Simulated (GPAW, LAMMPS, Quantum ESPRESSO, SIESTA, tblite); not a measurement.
# tblite runs on amorphous 37Ga2O3-63Al2O3 (mol %) (135 atoms)

Aim: run amorphous 37Ga2O3-63Al2O3 (mol %) (135 atoms) in tblite and see how near its forces come to a plane-wave reference, and at what cost.

Main program and level: tblite 0.8.0; the method is named at each step.

**1. Starting point**

The cell holds 135 atoms: 20 Ga, 34 Al and 81 O. Cell: a = 11.105 Å, b = 11.105 Å, c = 11.105 Å, α = 90.0°, β = 90.0°, γ = 90.0°. 135 atoms (20 Fe, 34 Al, 81 O) placed at random at 3.55 g/cm³, melted at 5000 K for 10 ps at fixed volume with the Morse and Coulomb pair potential with partial charges (Pedone, Malavasi, Menziani, Cormack and Segre, J. Phys. Chem. B 110, 11780 (2006)). Quenched from 5000 K to 300 K at 50 K/ps and fixed volume, held 10 ps at zero pressure, then minimised at fixed cell. Then Fe was replaced by Ga and the cell scaled by 1.006 (the potential has no terms for the new elements, so the cell is a start for a DFT relaxation).

The yardstick, on the same geometry:

| Property | Result |
| --- | --- |
| method | Kohn-Sham DFT, PBE, SSSP efficiency 1.3.0 pseudopotentials, plane waves (Quantum ESPRESSO 7.5); sssp-pbe-1.3.0-efficiency, cutoffs 70/560 Ry, Γ point |
| r.m.s. force component | 0.6367 eV/Å |
| longest force | 2.732 eV/Å |
| pressure | 7.288 GPa |
| gap (highest filled to lowest empty level) | 2.19 eV |
| time | 15 min on 4 MPI ranks of Arm Neoverse V2, shared host |
| CPU time | 62 min |

**2. GFN1-xTB**

Method: GFN1-xTB tight binding, diagonalisation.

Input file run.py:

```python
import numpy as np
from ase.io import read
from tblite.ase import TBLite

atoms = read("structure.xyz")
atoms.calc = TBLite(method="GFN1-xTB", electronic_temperature=580, accuracy=1.0, max_iterations=250, mixer_damping=0.4, verbosity=1)
energy = atoms.get_potential_energy()
forces = atoms.get_forces()
print(f"energy {energy:.6f} eV")
print("forces (eV/A)")
for i, (a, f) in enumerate(zip(atoms, forces)):
    print(f"{i:4d} {a.symbol:2s} {f[0]:10.5f} {f[1]:10.5f} {f[2]:10.5f}")
stress = -atoms.get_stress(voigt=False) * 160.21766
print("stress (GPa, compression positive)")
for row in stress:
    print(" ".join(f"{x:10.4f}" for x in row))
print("charges (e)")
print(np.array2string(atoms.get_charges(), precision=4, suppress_small=True, max_line_width=110, threshold=100000))
```

Input file structure.xyz:

```xyz
135
Lattice="11.10507 0.00000 0.00000 0.00000 11.10507 0.00000 0.00000 0.00000 11.10507" Properties=species:S:1:pos:R:3 pbc="T T T"
Ga 10.82722 6.12000 0.98680
Ga 2.50086 10.03465 10.43799
Ga 6.49036 9.95048 4.57629
Ga 3.39204 2.25244 2.97316
Ga 3.19970 5.45836 7.63707
Ga 4.54153 5.82616 10.89352
Ga 10.68585 7.54956 6.38408
Ga 1.83167 1.07353 8.16067
Ga 9.57379 4.59517 10.14048
Ga 0.88685 0.07463 3.11719
Ga 11.05154 9.06862 0.53993
Ga 5.01261 6.12223 3.15440
Ga 10.41533 4.88890 4.58284
Ga 5.39018 8.90593 0.43576
Ga 7.22407 4.58018 4.78806
Ga 8.93358 1.89974 3.74596
Ga 10.85998 10.04554 8.35534
Ga 5.50667 1.01667 11.10285
Ga 7.76511 10.80590 1.95338
Ga 3.42536 0.56169 5.57819
Al 6.83073 3.71998 9.31504
Al 2.39059 6.32745 4.80117
Al 2.38237 8.92537 7.11346
Al 4.09988 10.73072 2.23534
Al 8.30459 1.99147 0.33915
Al 8.52647 8.31970 0.89596
Al 8.15268 7.55289 3.71020
Al 9.94126 1.97448 8.95502
Al 4.93243 10.74937 8.19154
Al 9.25252 7.77177 9.13048
Al 7.63796 2.36027 7.15733
Al 1.20112 7.02485 9.34414
Al 2.00746 3.20426 5.35686
Al 10.78869 1.68231 6.02594
Al 0.54859 7.94468 3.52708
Al 3.49021 8.85552 4.44103
Al 0.38779 3.19404 2.40336
Al 2.97105 7.81653 1.56704
Al 4.81149 3.68300 5.81217
Al 4.34208 2.55605 8.51081
Al 2.47499 4.85181 1.80768
Al 5.74077 6.99897 5.82794
Al 9.95558 9.97602 5.02715
Al 7.63973 9.23487 7.07204
Al 11.07853 4.50655 7.36044
Al 5.89879 3.33807 2.17371
Al 7.88960 10.93494 9.18956
Al 8.13868 5.27991 2.13328
Al 2.85100 2.08165 0.02576
Al 4.37262 7.77932 8.52303
Al 1.70119 4.31965 9.75125
Al 8.25840 5.79152 7.43951
Al 0.27874 0.69173 0.28185
Al 6.20329 1.57925 4.54086
O 2.37038 8.23952 3.22180
O 4.71743 7.69670 10.14781
[... 75 atom lines left out ...]
O 3.50321 9.44520 1.02033
O 5.96520 4.91832 10.06652
O 2.61069 4.87646 5.80240
O 10.95715 10.44021 10.21733
```

Run with:

```bash
OMP_NUM_THREADS=1 python run.py > output.txt
```

What it wrote:

```text
------------------------------------------------------------
  cycle        total energy    energy error   density error
------------------------------------------------------------
      1     -383.9221122334  -3.8423965E+02   1.0605404E+00
      2     -420.8690530787  -3.6946941E+01   1.0787692E+00
      3     -438.2432431849  -1.7374190E+01   5.3402911E-01
      4     -449.0402322965  -1.0796989E+01   2.9626421E-01
      5     -447.9606856307   1.0795467E+00   2.0496905E-01
      6     -454.4980140542  -6.5373284E+00   7.2768263E-02
      7     -455.2782930592  -7.8027901E-01   3.4130895E-02
      8     -455.3071853285  -2.8892269E-02   2.0892618E-02
      9     -455.2904835033   1.6701825E-02   1.8599892E-02
     10     -455.3169507296  -2.6467226E-02   1.1025190E-02
     11     -455.3290673571  -1.2116628E-02   6.1477683E-03
     12     -455.3332820502  -4.2146931E-03   2.5280669E-03
     13     -455.3340834913  -8.0144105E-04   8.7600774E-04
     14     -455.3341951526  -1.1166128E-04   2.9052620E-04
     15     -455.3342029692  -7.8166628E-06   1.8876147E-04
     16     -455.3342029964  -2.7161434E-08   1.1375159E-04
     17     -455.3342036616  -6.6526201E-07   7.4020932E-05
     18     -455.3342044002  -7.3852198E-07   3.4912051E-05
     19     -455.3342045138  -1.1366609E-07   1.2801647E-05
------------------------------------------------------------
 total:                                  14.368 sec
energy -12390.274809 eV
forces (eV/A)
   0 Ga   -0.07763   -0.82679   -0.18085
   1 Ga    0.13836    0.43004   -0.07276
   2 Ga   -0.15268   -0.10146    0.31878
   3 Ga    0.37932    0.26275   -0.45136
   4 Ga    0.11566   -0.15933   -0.10341
   5 Ga   -0.35618    0.10673   -1.02784
   6 Ga    0.26191    0.31496    0.04512
   7 Ga    0.11940    1.15542   -0.09527
   8 Ga   -0.38682    0.24691   -0.55733
   9 Ga    0.26123    0.03761   -0.59487
  10 Ga   -0.17380    0.51149   -0.54397
  11 Ga    0.46398    0.19693    0.28263
  12 Ga   -0.14869    0.22616    0.27920
  13 Ga    0.47462   -0.63413   -0.17394
  14 Ga   -0.60701   -0.48520   -0.20578
  15 Ga   -0.45736    0.53183    0.52409
  16 Ga   -0.17833    0.00536    0.27951
  17 Ga   -0.13345   -0.00077   -0.14816
  18 Ga    0.57804   -0.48135    0.32681
  19 Ga    0.06096    0.35855    0.18418
  20 Al   -0.01822   -0.90193   -1.17271
  21 Al    0.07240    0.51063    0.57462
  22 Al    0.16737   -0.35796    0.37812
  23 Al   -0.13345    0.24436    0.17311
[...]
127 O     0.75015    0.89497    0.26345
 128 O    -2.30872    0.03960   -1.33167
 129 O     0.77009   -0.03096    0.11137
 130 O    -1.27100    0.11507    0.03184
 131 O    -0.12107    0.50360   -0.72055
 132 O    -1.16047    1.85141    1.33907
 133 O     0.53514    0.36409    0.42742
 134 O    -0.62439   -1.05616   -0.50203
stress (GPa, compression positive)
   19.4604    -0.2415     0.3525
   -0.2415    21.6535     0.2001
    0.3525     0.2001    22.3022
charges (e)
[ 0.4367  0.4314  0.4514  0.4719  0.4789  0.4097  0.4504  0.4405  0.443   0.4149  0.4602  0.4698  0.4279
  0.4057  0.4702  0.4296  0.4547  0.448   0.4346  0.4453  0.5503  0.5629  0.5559  0.5257  0.5445  0.5344
  0.5467  0.5609  0.5252  0.5453  0.5593  0.5445  0.557   0.521   0.5388  0.5515  0.5288  0.531   0.5706
  0.5603  0.5607  0.5633  0.5239  0.5542  0.5449  0.5533  0.5423  0.5237  0.5543  0.5452  0.556   0.5415
  0.5418  0.5576 -0.3574 -0.3037 -0.3637 -0.2923 -0.2991 -0.3376 -0.3355 -0.3618 -0.3241 -0.3305 -0.372
 -0.3237 -0.3678 -0.3388 -0.3324 -0.2985 -0.3659 -0.3429 -0.3009 -0.3983 -0.3329 -0.3127 -0.3604 -0.2828
 -0.3061 -0.334  -0.3362 -0.2989 -0.2962 -0.3027 -0.3793 -0.3018 -0.3323 -0.3118 -0.3154 -0.3272 -0.3253
 -0.3493 -0.3438 -0.3526 -0.356  -0.349  -0.3051 -0.3651 -0.3483 -0.3292 -0.3786 -0.3355 -0.3527 -0.317
 -0.3549 -0.3214 -0.3462 -0.3417 -0.3189 -0.4033 -0.3966 -0.3767 -0.3227 -0.3264 -0.3059 -0.3388 -0.3022
 -0.3242 -0.3747 -0.3305 -0.3573 -0.3757 -0.3314 -0.378  -0.3904 -0.355  -0.3565 -0.3195 -0.3513 -0.3663
 -0.3649 -0.2776 -0.3322 -0.3507 -0.3751]
```

Wall time 15 s (1 thread of Arm Neoverse V2, shared host); peak memory 0.18 GiB.

Banners, paths, timers and routine set-up lines are dropped from the logs unmarked, and long logs keep their key lines alone; longer cuts are marked.

Against the reference:

* r.m.s. force component: 0.5942 eV/Å
* r.m.s. difference of force components: 331 meV/Å
* longest difference of force vectors: 1356 meV/Å
* force difference over r.m.s. force: 51.99 %
* slope of forces against the reference's: 0.8003
* correlation of force components: 0.8576
* pressure: 21.14 GPa
* pressure difference: 13.85 GPa

Length of the force difference by element (eV/Å):

| element | atoms | mean | most |
| --- | --- | --- | --- |
| Al | 34 | 0.41 | 0.89 |
| Ga | 20 | 0.36 | 0.63 |
| O | 81 | 0.59 | 1.4 |

A closer look about O129, which has 2 bonded neighbours where the commonest count for O is 3: 13 atoms, nearest first, numbered in the order of the input, with positions taken from that point.

| atom | x | y | z | distance (Å) | bonds | Mulliken charge (e) | Fx | Fy | Fz (eV/Å) |
| --- | --- | --- | --- | --- | --- | --- | --- | --- | --- |
| O129 | 0.00 | 0.00 | 0.00 | 0.00 | 2 | -0.35 | -2.31 | 0.04 | -1.33 |
| Al26 | 1.35 | -0.38 | 0.88 | 1.66 | 4 | 0.53 | 0.48 | -0.04 | 0.03 |
| Ga14 | -1.79 | 0.20 | 0.42 | 1.85 | 5 | 0.41 | 0.47 | -0.63 | -0.17 |
| O105 | 2.18 | 1.09 | 1.30 | 2.76 | 3 | -0.35 | 0.03 | 1.06 | 0.59 |
| O93 | 2.59 | -0.97 | -0.27 | 2.78 | 4 | -0.34 | 0.50 | -0.12 | 0.07 |
| O78 | -1.37 | 2.01 | 1.42 | 2.82 | 4 | -0.28 | 0.85 | 0.13 | -0.18 |
| O56 | -2.46 | -1.01 | -0.98 | 2.83 | 3 | -0.30 | 0.80 | -0.54 | 1.91 |
| O77 | 1.32 | -1.68 | 1.97 | 2.91 | 3 | -0.36 | -0.25 | -0.22 | 0.80 |
| Ga19 | 0.59 | 2.10 | 1.94 | 2.92 | 5 | 0.43 | 0.58 | -0.48 | 0.33 |
| O87 | 0.38 | 2.88 | -0.41 | 2.94 | 3 | -0.33 | -0.53 | -0.09 | 0.91 |
| Al30 | 2.08 | -0.93 | -1.99 | 3.02 | 5 | 0.55 | 0.16 | 0.25 | -0.33 |
| Al47 | 0.71 | 2.23 | -1.93 | 3.04 | 4 | 0.54 | 0.21 | 0.34 | -0.37 |
| O69 | 1.77 | 0.91 | -2.31 | 3.05 | 4 | -0.33 | 0.57 | 0.17 | 0.10 |

Atoms are counted from 1 here, from 0 in the log.

Forces lie 52 % from the reference's, at 0.0040 times its CPU time (on 1 against 4 cores).

**3. Summary of results**

```yaml
force_difference_from_the_reference: tblite GFN1-xTB, 52 %
its_cpu_time: 15 s
```

Tight binding differs by 52 % (tblite GFN1-xTB); it is another model, with fitted parameters of its own, and the xTB methods hold dispersion. One electronic-structure run takes under half the reference's CPU time: tblite GFN1-xTB, at 52 % in 15 s against 62 min; its pressure misses by +13.9 GPa. Periodic xTB results under one method name differ between programs and library versions. The reference's pressure holds the uncorrected Pulay stress of its 70 Ry basis, so small pressure differences, and their order, may be the reference's own error. The quench rate of 50 K/ps is many orders above laboratory rates, so the cell is likely richer in defects and strain than a real sample. The network of bonds at the start is that of the classical potential that made the cell, and needn't be the one that DFT or experiment would give. The reference's stress is far from hydrostatic: its diagonal is 5.3, 8.1, 8.4 GPa, compression counted positive. The reference's pressure of 7.3 GPa belongs to a cell and atoms that aren't relaxed at this level. The electronic-structure runs sample only Γ, in a cell whose shortest periodic width is 11 Å.

[Also dropped from logs without a mark: logging warnings of Python, and SIESTA's first energy breakdown and zero terms.]

[Logs are printed without paths, hosts, clocks, repeated set-up lines and the standing remarks that a program may print on its own settings, such as how far it seeks lower states.]

[Hosts, paths, dates, database ids (printed as entryN), source tags and the programs' standing remarks are cut or masked in the printed files.]
